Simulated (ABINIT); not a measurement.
# MgSiSe3 (Pm-3m): phonons by linear response, part 6 of 6

How does MgSiSe3 (Pm-3m) vibrate, and is this structure a minimum?

ABINIT 10.8.3; DFT LDA, scalar-relativistic, plane waves, HGH norm-conserving pseudopotentials.

So far. Step 6 (Zone-centre response): The acoustic modes at Γ come out as far as 1.4 cm⁻¹ from zero, where they should vanish, a small numerical error. The lowest optical mode is imaginary, 142i cm⁻¹, an instability at this level and on this k mesh. Step 7 (Zone-centre analysis): The rule moves no optical mode by more than 0.1 cm⁻¹. The relaxed cell has a = 4.759 Å (conventional setting).

The structure was built from a prototype and need not be the compound's stable phase.

**10. Dispersion (continued)**

Anaddb. The phonon branches at the labelled points (cm⁻¹):

```
    point  branch 1  branch 2  branch 3  branch 4  branch 12  branch 13  branch 14  branch 15
        Γ      -142      -142      -142      -141          0        259        259        259
  halfway      -155      -136      -136      -126        150        260        260        277
        X      -168      -130      -130      -109        206        261        261        302
  halfway      -149      -128      -120      -119        208        264        284        310
        M      -136      -136      -110      -106        222        268        318        318
  halfway      -139      -133      -133      -128        164        262        279        282
        Γ      -142      -142      -142      -141          0        259        259        259
  halfway      -131      -131      -128      -112        176        284        284        288
        R      -136      -136      -136      -115        232        338        338        338
  halfway      -136      -127      -124      -121        211        289        292        319
        X      -168      -130      -130      -109        206        261        261        302
jump to R      -136      -136      -136      -115        232        338        338        338
  halfway      -132      -132      -124      -112        223        297        328        328
        M      -136      -136      -110      -106        222        268        318        318
```

The path dips to 168i cm⁻¹.

**11. Density of states**

Sums over the zone need many more wavevectors than were solved, so the interpolation is sampled on a dense mesh.

File anaddb.abi:

```
ddb_filepath "all_DDB"
output_file "anaddb.abo"
outdata_prefix "anaddb"
ifcflag 1
ngqpt 2 2 2
nqshft 1
q1shft 0.0 0.0 0.0
asr 1
chneut 0
dipdip 0
dipquad 0
quadquad 0
prtdos 2
ng2qpt 9 9 9
dosdeltae 4.5563e-06
ntemper 11
temperinc 100.0
tempermin 0.0
```

Launch:

```bash
$ OMP_NUM_THREADS=1 anaddb anaddb.abi > anaddb.log
```

anaddb.abo, the main output file:

```text
-outvars_anaddb: echo values of input variables ----------------------

 Flags :
     ifcflag         1
 Miscellaneous information :
         asr         1
      chneut         0
 Interatomic Force Constants Inputs :
      dipdip         0
     dipquad         0
    quadquad         0
      ifcana         0
      ifcout         0
 Description of grid 1 :
        brav         1
       ngqpt         2         2         2
      nqshft         1
      q1shft
                     0.00000000E+00  0.00000000E+00  0.00000000E+00
 Phonon DOS information :
   dosdeltae  4.55630000E-06
    dossmear  4.55633525E-06
 Description of grid 2 (Fourier interp. or BZ sampling):
      ng2qpt         9         9         9
      ngrids         4
      q2shft         0.00000000E+00  0.00000000E+00  0.00000000E+00

================================================================================

 read the DDB information and perform some checks

  ==== Info on the Cryst% object ====
 Real(R)+Recip(G) space primitive vectors, cartesian coordinates (Bohr,Bohr^-1):
 R(1)=  8.9929564  0.0000000  0.0000000  G(1)=  0.1111981  0.0000000  0.0000000
 R(2)=  0.0000000  8.9929564  0.0000000  G(2)=  0.0000000  0.1111981  0.0000000
 R(3)=  0.0000000  0.0000000  8.9929564  G(3)=  0.0000000  0.0000000  0.1111981
 Unit cell volume ucvol=  7.2728975E+02 bohr^3
 Angles (23,13,12)=  9.00000000E+01  9.00000000E+01  9.00000000E+01 degrees
 Time-reversal symmetry is present
 Reduced atomic positions [iatom, xred, symbol]:
    1)    0.0000000  0.0000000  0.0000000  Mg
    2)    0.5000000  0.5000000  0.5000000  Si
    3)    0.5000000  0.5000000  0.0000000  Se
    4)    0.5000000  0.0000000  0.5000000  Se
    5)    0.0000000  0.5000000  0.5000000  Se

 DDB file with 4 blocks has been read.

================================================================================

 Calculation of the interatomic forces

       Homogeneous q point set in the B.Z.
 Grid q points  :        8
  1)   0.00000000E+00  0.00000000E+00  0.00000000E+00
  2)   5.00000000E-01  0.00000000E+00  0.00000000E+00
  3)   0.00000000E+00  5.00000000E-01  0.00000000E+00
  4)   5.00000000E-01  5.00000000E-01  0.00000000E+00
  5)   0.00000000E+00  0.00000000E+00  5.00000000E-01
  6)   5.00000000E-01  0.00000000E+00  5.00000000E-01
  7)   0.00000000E+00  5.00000000E-01  5.00000000E-01
  8)   5.00000000E-01  5.00000000E-01  5.00000000E-01

 The interatomic forces have been obtained

================================================================================

 Calculation of phonon density of states

 Average speed of sound partial sums:     0.2561294062E-02 (at units)
-                                   =           5.6033 [km/s]

 Debye frequency from partial sums:     0.1110130263E-02 (Ha)
-                                 =     0.7304306244E+01 (THz)
-Debye temperature from partial sums:     0.3505514115E+03 (K)

 Average speed of sound:     0.4656623321E-04 (at units)
-                      =           0.1019 [km/s]

 Debye frequency from DOS:     0.2018299480E-04 (Ha)
-                        =     0.1327977264E+00 (THz)
-Debye temperature from DOS:     0.6373285684E+01 (K)

-
```

Elapsed: 0.71 s, on 1 thread of Arm Neoverse V1, shared host.

Read from the output:

```
share of modes beyond 3i cm⁻¹ on the dense interpolated mesh : 0.5483
```

The phonon density of states has structure finer than the step of the table below, so its rows give means over 20 cm⁻¹, whole bins alone (the curve runs from -198 to 366 cm⁻¹). Peaks (cm⁻¹: height): -131.6: 0.222, -32.6: 0.0653, 204.4: 0.0451, 264.4: 0.101.

Tetrahedra. Phonon density of states against wavenumber; means over each step:

wavenumber (cm⁻¹), phonon density of states (1/cm⁻¹/cell) and a bar:
```
     -180      0.000 
     -160      0.009 ##
     -140      0.086 ######################
     -120      0.120 ##############################
     -100      0.059 ###############
      -80      0.029 #######
      -60      0.026 #######
      -40      0.044 ###########
      -20      0.035 #########
        0      0.012 ###
       20      0.011 ###
       40      0.015 ####
       60      0.018 ####
       80      0.015 ####
      100      0.014 ####
      120      0.011 ###
      140      0.013 ###
      160      0.018 #####
      180      0.026 ######
      200      0.026 ######
      220      0.014 ###
      240      0.000 
      260      0.042 ##########
      280      0.041 ##########
      300      0.039 ##########
      320      0.026 #######
      340      0.002
```

**12. Results**

| Property | Result |
| --- | --- |
| space group after relaxation | Pm-3m |
| volume per atom | 21.6 Å³ |
| highest optical zone-centre mode (no LO-TO term) | 258.7 cm⁻¹ |
| lowest optical zone-centre mode | -141.6 cm⁻¹ |
| q mesh | 2×2×2 |
| lowest mode on the q mesh (acoustic ones at the zone centre apart) | -167.6 cm⁻¹ |
| imaginary modes on the q mesh | yes |

**Reading.** MgSiSe3 (Pm-3m) is unstable: a mode solved on the 2×2×2 mesh is imaginary, 168i cm⁻¹; its spectrum reaches 338 cm⁻¹. At the LDA level the optical modes of MgSiSe3 (Pm-3m) at the zone centre run from 142i to 259 cm⁻¹, so the structure is a saddle point, with 9 modes beyond 10i cm⁻¹ there. The most unstable solved mode lies at q = (0.5, 0, 0), on the zone boundary, so the distortion that it points to doubles the cell. These are harmonic frequencies at zero temperature: anharmonic shifts and linewidths and thermal expansion are left out. The HGH files keep few electrons and have no core correction, which is cheap but rough for Mg. In a metal the frequencies hang on the k mesh and the smearing, most of all near Kohn anomalies. The structure is a hypothetical one, built on a prototype.

[Host names and launcher messages were left out of these logs when they were recorded.]

[Logs are printed without paths, hosts, clocks, repeated set-up lines and the standing remarks that a program may print on its own settings, such as how far it seeks lower states.]

[Hosts, paths, dates, database ids (printed as entryN), source tags and the programs' standing remarks are cut or masked in the printed files.]
